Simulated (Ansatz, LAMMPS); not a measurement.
# Zn2+ triflate in ethylene carbonate and dimethyl sulfoxide, from a frame at 400 K (191 atoms): geometry optimisation, part 3 of 3

Wanted: the relaxed structure of Zn2+ triflate in ethylene carbonate and dimethyl sulfoxide, from a frame at 400 K (191 atoms) and its electronic structure.

Ansatz 0.2.0; Kohn-Sham DFT, revPBE+D4, PAW (set soft_2), plane waves.

The cell: 46 O, 41 C, 70 H, 13 S, 18 F and 3 Zn. The network of contacts between molecules at the start is that of the classical potential that made the cell. The density was typed from a rule of thumb and may lie off the real one at this temperature. Only the Γ point is sampled, in a cell whose shortest periodic width is 13 Å.

So far. Step 4 (Relaxation): The relaxation changed the energy by -89.9 meV/atom, and atoms moved by 1.0 Å r.m.s., 2.5 Å at most.

## 6. Single point at the relaxed geometry

One more single point at the end of the walk gives the fuller output and checks the residual forces.

Contents of input.yaml:

```yaml
crystal:
  lattice:
    - [13.37559, 0.0, 0.0]
    - [0.0, 13.37559, 0.0]
    - [0.0, 0.0, 13.37559]
  atoms:
    - { symbol: O, position: [0.88789, 0.39669, 0.97155] }
    - { symbol: C, position: [0.85152, 0.4461, 0.04027] }
    - { symbol: O, position: [0.88532, 0.44171, 0.13395] }
    - { symbol: C, position: [0.82743, 0.50964, 0.19663] }
    - { symbol: C, position: [0.75054, 0.55478, 0.12403] }
    - { symbol: O, position: [0.77423, 0.50817, 0.02836] }
    - { symbol: H, position: [0.87914, 0.56528, 0.22681] }
    - { symbol: H, position: [0.79274, 0.46584, 0.25608] }
    - { symbol: H, position: [0.67352, 0.53546, 0.1432] }
    - { symbol: H, position: [0.75917, 0.63557, 0.11473] }
    - { symbol: O, position: [0.98381, 0.35832, 0.76522] }
    - { symbol: C, position: [0.05058, 0.31043, 0.72417] }
    - { symbol: O, position: [0.02955, 0.23359, 0.6636] }
    - { symbol: C, position: [0.12301, 0.19654, 0.62012] }
    - { symbol: C, position: [0.20369, 0.24856, 0.68286] }
    - { symbol: O, position: [0.1482, 0.32753, 0.73493] }
    - { symbol: H, position: [0.12421, 0.21839, 0.54141] }
    - { symbol: H, position: [0.12234, 0.1151, 0.62626] }
    - { symbol: H, position: [0.23775, 0.201, 0.7401] }
    - { symbol: H, position: [0.26094, 0.28453, 0.63713] }
    - { symbol: O, position: [0.40101, 0.74441, 0.67908] }
    - { symbol: C, position: [0.38983, 0.65806, 0.70416] }
    - { symbol: O, position: [0.40004, 0.62487, 0.7993] }
    - { symbol: C, position: [0.38007, 0.51802, 0.80378] }
    - { symbol: C, position: [0.35155, 0.49059, 0.69564] }
    - { symbol: O, position: [0.36581, 0.58319, 0.64026] }
    - { symbol: H, position: [0.31888, 0.50584, 0.85665] }
    - { symbol: H, position: [0.44809, 0.48044, 0.82956] }
    - { symbol: H, position: [0.40046, 0.43345, 0.66333] }
    - { symbol: H, position: [0.27332, 0.4684, 0.68775] }
    - { symbol: O, position: [0.67437, 0.01512, 0.38819] }
    - { symbol: C, position: [0.70502, 0.95972, 0.45423] }
    [... 153 atom lines left out ...]
    - { symbol: F, position: [0.32298, 0.9204, 0.31114] }
    - { symbol: F, position: [0.28597, 0.02776, 0.19303] }
    - { symbol: F, position: [0.30681, 0.86921, 0.15614] }
    - { symbol: Zn, position: [0.98849, 0.47491, 0.86872] }
    - { symbol: Zn, position: [0.60669, 0.03624, 0.99727] }
    - { symbol: Zn, position: [0.5516, 0.11815, 0.39181] }
kpoints:
  mp_grid: { grid: [1, 1, 1] }
hamiltonian:
  xc: revpbe
  dispersion: d4
scf:
  occupations: { method: fermi_dirac, width: 0.05 }
output:
  forces: true
  stress: true
  populations: true
  dos:
    method: { smearing: { sigma: 0.08 } }
    de: 0.1
    projected: { site_lists: { C: [C], F: [F], H: [H], O: [O], S: [S] } }
  eigenvalues: true
  write_density: true
  write_potential: true
  volumetric_format: npy
  elf: true
```

Started as:

```sh
ansatz run input.yaml --threads 4 --pin off --max-ram 8192MiB --backend cpu --events-out ev --progress --plain --runs-dir out
```

Numbers of over 12 decimals in the logs are rounded to 6 here.

The log of the run:

```text
[...]
Crystal: 191 atoms, lattice volume = 2392.979 Å³
Basis set: ecut = 420 eV, 46753 PW (Γ), exchange–correlation on 180×180×180 points (8 copies of the dense FFT grid, shifted against one another)
Bands: 566, of which v1, the nominal top of the filled ones, is band 375 counted from 1 (374 counted from 0)
Symmetry: 1 space group operations
[...]
k-points: 1
[...]
SCF iter   1: F=—  HF=-73913.835787 eV  |F-HF|=—  |Δ(HF+E_count)|=         —  Δρ=6.95e-3  dr2=1.29e0  ethr=1.77e-3  ⟨swp⟩=5.0  Hψ=2416  notcnv=0  defer=148
[...]
SCF iter  11: F=-73913.578382 eV  HF=-73913.578382 eV  |F-HF|=2.48e-8  |Δ(HF+E_count)|=   8.41e-8  Δρ=1.04e-6  dr2=2.47e-8  ethr=1.33e-11  ⟨swp⟩=18.0  Hψ=5022  notcnv=0
SCF 1 converged in 11 iterations: F = -73913.578382 eV  dr2 = 2.47e-8
[...]
WARN: The input density's exchange-correlation potential varies sharply where the density is thin. Do not read a vacuum level from v_tot or v_xc, or from such a field of the output density. On a cell that repeats whose density bears no net charge and no dipole along the vacuum's axis use v_es (v_loc + v_h of the components); [...]
SCF converged after 11 iterations
Free energy (F): -73913.578382 eV
[...]
Internal energy: -73913.578382 eV  (E = F + TS)
E sigma→0 (E₀):  -73913.578382 eV
Fermi energy:    2.579273 eV
[...]
--- Forces (eV/Å), atoms counted from 1 ---
  atom   1  O     -0.00796247     0.01278521     0.00712630
  atom   2  C      0.00491453    -0.00644869    -0.00002958
  atom   3  O     -0.00130013     0.00923514     0.00390146
  atom   4  C     -0.00986101     0.00083110    -0.00249608
  atom   5  C      0.00009560     0.00069650     0.00661226
  atom   6  O      0.00013899    -0.00467994     0.00360051
  atom   7  H     -0.00634932    -0.00427030    -0.00015072
  atom   8  H      0.00698573     0.00654572    -0.01318436
  atom   9  H      0.01353601     0.00624903    -0.00284950
  atom  10  H      0.00292464    -0.01478621     0.00037579
  atom  11  O      0.00579076     0.01060786     0.00105333
  atom  12  C      0.00715625    -0.03419232     0.00333916
  atom  13  O      0.03383828     0.02199431     0.00162693
  atom  14  C      0.00826773     0.01337957     0.00425314
[...]
atom 190  Zn     0.00307484     0.00154556     0.00615284
  atom 191  Zn    -0.00286729     0.00997718    -0.00246324
  max |Σ_I F_I| component: 1.07e-4 eV/Å
--- Stress (GPa, compression-positive) ---
       -0.279906       0.052517       0.007755
        0.052517      -0.249266       0.006765
        0.007755       0.006765      -0.206779
  P = ⅓ Tr σ = -0.2453 GPa (-2.453 kbar)
--- Band table (eV) ---
[...]
--- Löwdin populations: 191 sites ---
  site symbol       q [e]
     0      O      6.5027
     1      C      3.2538
     2      O      6.2479
[...]
190     Zn     10.4811
  spilling = 0.015206 (of n_electrons = 750.000000)
```

Elapsed: 2 min, on 4 threads of Arm Neoverse N1, shared host; peak memory 3.7 GiB; 7.9 min of CPU time.

The program notes that the exchange-correlation potential is rough where the density is thin.

Numbers from this run:

| Property | Result |
| --- | --- |
| free energy | -73913.5784 eV |
| free energy per atom | -386.9821 eV/atom |
| SCF cycles | 11 |
| pressure | -0.2453 GPa |
| r.m.s. force component | 0.00993 eV/Å |
| longest force | 0.06251 eV/Å |
| Fermi energy | 2.579 eV |
| gap (highest filled to lowest empty level) | 4.206 eV |
| spilling of the projection | 0.01521 |

Löwdin charges by element and coordination (they lack the spilled electrons, 0.060 e an atom on average):

```csv
element,coordination,atoms,mean charge (e),spread,least,most
C,all,41,0.0055,0.519,-0.585,0.749
C,3,7,0.737,0.0112,0.719,0.749
C,4,34,-0.145,0.439,-0.585,0.667
F,all,18,-0.225,0.0088,-0.236,-0.198
H,all,70,0.221,0.0104,0.198,0.242
O,all,46,-0.583,0.244,-0.841,-0.233
O,1,14,-0.724,0.124,-0.813,-0.418
O,2,32,-0.522,0.257,-0.841,-0.233
S,all,13,1.69,0.548,1.17,2.29
S,3,7,1.18,0.0049,1.17,1.19
S,4,6,2.28,0.0065,2.27,2.29
Zn,all,3,1.53,0.007,1.52,1.54
```

States in the cell by windows of 1 eV, zero at the Fermi level; the larger projections on atomic orbitals stand beside the total:

```
from (eV)  to (eV)  total   O p   C p   H s   F p  S p
      -14      -13   13.8   5.0   3.1   1.9   0.0  0.0
      -13      -12   14.6   2.9   3.0   0.1   3.3  0.8
      -12      -11   45.4   5.6   8.6   3.0  14.8  0.6
      -11      -10   22.7   7.1   5.2   0.9   4.6  1.0
      -10       -9   31.0  11.5   9.9   3.7   0.5  0.5
       -9       -8   56.5  19.0  13.7   6.1   3.3  5.9
       -8       -7  104.1  21.9  23.3  10.0  30.5  7.7
       -7       -6   98.6  15.8  21.3  10.6  29.7  2.9
       -6       -5   50.7  25.8  10.3   3.8   2.1  3.6
       -5       -4   58.8  48.3   2.7   2.2   0.9  1.0
       -4       -3   52.3  39.4   5.1   2.1   1.8  0.5
       -3       -2   19.2  12.7   1.2   0.5   0.0  3.0
       -2        1    0.0   0.0   0.0   0.0   0.0  0.0
        1        2    0.1   0.0   0.0   0.0   0.0  0.0
        2        3   29.1   6.1   8.3   2.3   0.1  4.4
        3        4   45.7   5.1  10.3   5.1   0.4  8.1
        4        5   61.0   6.7  14.1   6.9   2.8  7.7
```

The curve was stored every 0.10 eV, coarse against its broadening of 0.08 eV, so these counts are rough.

Between -26 and -14 eV lie 140 more states.

About 42 of the 750 electrons lie in deeper levels, below the stored range.

Not all projections were asked for or kept, so they needn't add up to the total.

The levels nearest the highest filled one (over half full), pooled over k-points and spins:

| level less the highest filled one (eV) | occupation |
| --- | --- |
| -0.391 | 2 |
| -0.321 | 2 |
| -0.311 | 2 |
| -0.281 | 2 |
| -0.206 | 2 |
| 0 | 2 |
| 4.21 | 0 |
| 4.35 | 0 |
| 4.45 | 0 |
| 4.51 | 0 |
| 4.53 | 0 |
| 4.69 | 0 |

ELF in the ac plane at fractional y = 0.185, with atoms of C and O and H and S and F within 0.2 Å of it. It is the smooth field of the valence electrons, not physical close to the nuclei.

Ten even steps from '0' (0.00 × 1e-1) to '9' (9.95 × 1e-1), each cell a mean:
```
34664100000001232124531000012466630012
25775300000012566557763000135579994000
25665310002344531366652000255128996000
02332100002444433442210010146677642000
00000002320011246642000000025887410000
11100038997200146653100001467524541000
66410137999500023431000003899756641014
88633565664200000000000000356544320037
76553466311000011000000000000000000047
22255443100001465100355432100144300013
00379973000002453002787675102899970000
00268863000000000002686575103899971000
00001100000000122100257763002466520000
00000000110002677741011210001321000000
00000026886102688862111000000100000000
00000169998312456641012466410000000000
00000158986235664200037888620000111000
00000012331148997300036777411222111000
27751000000037987200001355456633310000
89995222100000111000023565568734421000
79986689710012220000367667532257676300
25641699710367775100378777510167787300
13675555301688875100036776300146653000
34565210000355531000000110000000000013
```
Columns run along a (13.4 Å), rows up along c (13.4 Å). Atoms in or near the plane, at fractional coordinates: C at (0.12, 0.62), C at (0.10, 0.09), O at (0.60, 0.53), H at (0.81, 0.53), H at (0.22, 0.34), C at (0.80, 0.75), S at (0.78, 0.89), S at (0.42, 0.88), C at (0.80, 0.20), F at (0.85, 0.11).

Electrostatic potential energy in the ac plane at fractional y = 0.185, with atoms of C and O and H and S and F within 0.2 Å of it. With pseudopotentials it is smooth inside the atoms' cores, unlike the true potential.

Ten even steps from '0' (-39 eV) to '9' (7 eV), each cell a mean:
```
86347899999998888899999999998888999999
97447999999998643477899999974124899999
99889999999997201037899999850111699999
99999999999997300158999999873113799999
99999999999999865689999999988646899999
99999999758999999999999999986100699999
99999998648999999999999999877423799999
76776778789999999999999999999888999999
86630047899999999999999999999999999999
99840148999999999999999999999999999999
99987789999999999999962158899865899999
99998899999999999999930038999854899999
99999999999999999999986689999999999999
99999999999999997788878999999999999999
99999999889999963488667899999999999999
99999997138998887898888889999999999999
99999998778987668999998436999999999999
99999999999988778999998646888767899999
99999999999999999999999854577200489999
98789999999999999999998632367200489999
97544688999999999999995103688751138999
98400167899984489999995115999971018999
98632589999950159999999889999998789999
87557899999986689999999999999999999999
```
Columns run along a (13.4 Å; values clipped at the 3rd and 97th percentile), rows up along c (13.4 Å). Atoms in or near the plane, at fractional coordinates: C at (0.12, 0.62), C at (0.10, 0.09), O at (0.60, 0.53), H at (0.81, 0.53), H at (0.22, 0.34), C at (0.80, 0.75), S at (0.78, 0.89), S at (0.42, 0.88), C at (0.80, 0.20), F at (0.85, 0.11).

Mean Löwdin charges: C +0.01, F -0.22, H +0.22, O -0.58, S +1.69, Zn +1.53 e (they miss 1.5 % of the electrons, so they add up to more than the cell's charge).

Local excerpt of 10 atoms (numbers count through the whole input) about Zn191, one of the 3 Zn atoms; x, y, z are measured from there.

```
 atom      x      y      z  distance (Å)  bonds  Löwdin charge (e)
Zn191   0.00   0.00   0.00          0.00      6               1.52
  O84   0.61   0.84   1.79          2.07      2              -0.82
  O94  -1.10  -1.38   1.11          2.08      2              -0.82
 O181  -0.74  -0.86  -1.79          2.12      2              -0.80
 O114  -1.58   1.41   0.01          2.12      2              -0.82
  O31   1.64  -1.38  -0.05          2.14      2              -0.46
 O165   1.06   1.38  -1.34          2.20      2              -0.82
  C32   2.05  -2.12   0.83          3.07      3               0.75
  S92  -1.81  -0.83   2.37          3.09      3               1.19
 S112  -2.27   1.79  -1.31          3.18      3               1.19
```

The column of bonds counts only the pairs H-C within 1.34 Å, O-C within 1.73 Å, O-S within 1.93 Å, O-Zn within 2.50 Å, C-C within 1.85 Å, C-F within 1.62 Å, C-S within 2.21 Å; other neighbours, such as metal atoms beside each other in a compound, aren't counted, and periodic images can show an atom twice.

## 7. A run with a doubtful setting

The input is spoilt on purpose; the run shows how that looks.

input.yaml, the sections that differ from step 6:

```yaml
crystal:
  lattice:
    - [13.37559, 0.0, 0.0]
    - [0.0, 13.37559, 0.0]
    - [0.0, 0.0, 13.37559]
  atoms:
    [... the 191 atom lines of step 3 ...]
scf:
  occupations: { method: fermi_dirac, width: 0.05 }
  max_iter: "yes please"
output:
  forces: true
# kpoints, hamiltonian: as in step 6
```

The log of the run:

```text
Error: YAML parse error: error: line 205 column 13: invalid u64
   --> <input>:205:13
    |
203 | scf:
204 |   occupations: { method: fermi_dirac, width: 0.05 }
205 |   max_iter: "yes please"
    |             ^ invalid u64
206 | output:
207 |   forces: true
    |
```

Run time: 0.03 s. Hardware: 4 threads; peak memory 0.021 GiB.

The program refused the input before any cycle.

The program's message: “Error: YAML parse error: error: line 205 column 13: invalid u64”

The fault in the input: a value that the key doesn't take.

## 8. Other settings

Changed here: scf.occupations.method = "tetrahedron" and scf.occupations.width removed.

input.yaml, the sections that differ from step 7:

```yaml
scf:
  occupations: { method: tetrahedron }
output:
  forces: true
  stress: true
  populations: true
  dos:
    method: { smearing: { sigma: 0.08 } }
    de: 0.1
    projected: { site_lists: { C: [C], F: [F], H: [H], O: [O], S: [S] } }
  eigenvalues: true
# crystal, kpoints, hamiltonian: as in step 7
```

The log of the run:

```text
Warning: scf.occupations.method: one k-point leaves the tetrahedra no width, so the bands are filled by fermi_dirac at 0.0002 eV. In a gap the Fermi level, from which typed energy windows count, stands in the middle, and a product that sums over its own mesh keeps the tetrahedra and counts from the valence top. [...]
[...]
Crystal: 191 atoms, lattice volume = 2392.979 Å³
Basis set: ecut = 420 eV, 46753 PW (Γ), exchange–correlation on 180×180×180 points (8 copies of the dense FFT grid, shifted against one another)
Bands: 566, of which v1, the nominal top of the filled ones, is band 375 counted from 1 (374 counted from 0)
Symmetry: 1 space group operations
[...]
k-points: 1
[...]
SCF iter   1: F=—  HF=-73896.740114 eV  |F-HF|=—  |Δ(HF+E_count)|=         —  Δρ=7.41e-3  dr2=1.55e0  ethr=1.77e-3  ⟨swp⟩=6.0  Hψ=2632  notcnv=0  defer=59
[...]
SCF iter  10: F=—  HF=-73896.416185 eV  |F-HF|=—  |Δ(HF+E_count)|=   1.68e-6  Δρ=4.08e-6  dr2=3.70e-7  ethr=1.81e-10  ⟨swp⟩=2.0  Hψ=736  notcnv=0  defer=187
SCF iter  11: F=-73896.416184 eV  HF=-73896.416184 eV  |F-HF|=1.33e-7  |Δ(HF+E_count)|=   3.95e-7  Δρ=1.30e-6  dr2=4.41e-8  ethr=1.33e-11  ⟨swp⟩=13.0  Hψ=3714  notcnv=0
SCF 1 converged in 11 iterations: F = -73896.416184 eV  dr2 = 4.41e-8
[...]
SCF converged after 11 iterations
Free energy (F): -73896.416184 eV
[...]
Internal energy: -73896.416184 eV  (E = F + TS)
E sigma→0 (E₀):  -73896.416184 eV
Fermi energy:    2.311853 eV
[...]
Σ components = -73896.416184   (vs F -73896.416184, Δ=0.00e0)
--- Forces (eV/Å), atoms counted from 1 ---
  atom   1  O     -1.04553761    -1.13160332    -0.33019215
  atom   2  C      0.40352561     1.35199834     0.57109940
  atom   3  O      0.50040114    -0.24942926    -0.74191144
  atom   4  C     -2.05780213     0.53313139     1.89932397
[...]
atom 191  Zn     3.27722469    -2.58028667     1.31064465
  max |Σ_I F_I| component: 6.94e-5 eV/Å
--- Stress (GPa, compression-positive) ---
        4.024380      -0.289820      -0.151492
       -0.289820       2.999266      -0.197857
       -0.151493      -0.197857       3.501988
  P = ⅓ Tr σ = 3.5085 GPa (35.085 kbar)
--- Band table (eV) ---
[...]
--- Löwdin populations: 191 sites ---
  site symbol       q [e]
     0      O      6.4490
     1      C      3.2607
     2      O      6.2453
[...]
190     Zn     10.3944
  spilling = 0.015149 (of n_electrons = 750.000000)
```

It took 2 min on 4 threads; peak memory 3.7 GiB.

Notices of the run: tetrahedra set aside.

Geometry and reference: those of the single point at the start.

The program set the tetrahedra aside and kept another filling, so they aren't tested. Forces differ from those of the single point at the start by 0.002 meV/Å r.m.s., 2.0e-4 % of their size. It took 1.0 times the reference's time (shared host, so rough).

## 9. What came out

```json
{
 "energy change in the relaxation": "-89.86 meV/atom",
 "r.m.s. displacement": "1.047 Å",
 "largest displacement": "2.538 Å",
 "free energy per atom": "-386.9821 eV/atom",
 "pressure": "-0.2453 GPa",
 "r.m.s. force component": "0.00993 eV/Å",
 "gap (highest filled to lowest empty level)": "4.206 eV",
 "wall time of the 4 DFT runs": "43 min"
}
```

Relaxation lowers the energy by 89.9 meV/atom and moves atoms by 1.0 Å r.m.s.; the r.m.s. force component goes from 1.2 to 0.0099 eV/Å, the pressure goes from 3.5 to -0.25 GPa, and the gap from 3.23 to 4.21 eV. By the final cutoffs no bond was broken or made. First to last step the energy falls by 17.162 eV; the largest move, 2.54 Å, is that of H125. The O-Zn bonds change most in mean length: from 1.916 Å (spread 0.110) to 2.123 Å (spread 0.073). With the cutoffs above, 83 % of C atoms have 4, all F atoms have 1, all H atoms have 1 and 70 % of O atoms have 2 bonded neighbours. The highest filled and lowest empty levels differ by 4.21 eV (at Γ alone); a semilocal functional tends to put such gaps too low. In a disordered cell it changes from sample to sample and from frame to frame.

Caveats: The network of contacts between molecules at the start is that of the classical potential that made the cell; in DFT atoms moved by 1.0 Å r.m.s.

[Logs are printed without paths, hosts, clocks, repeated set-up lines and the standing remarks that a program may print on its own settings, such as how far it seeks lower states.]

[Hosts, paths, dates, database ids (printed as entryN), source tags and the programs' standing remarks are cut or masked in the printed files.]
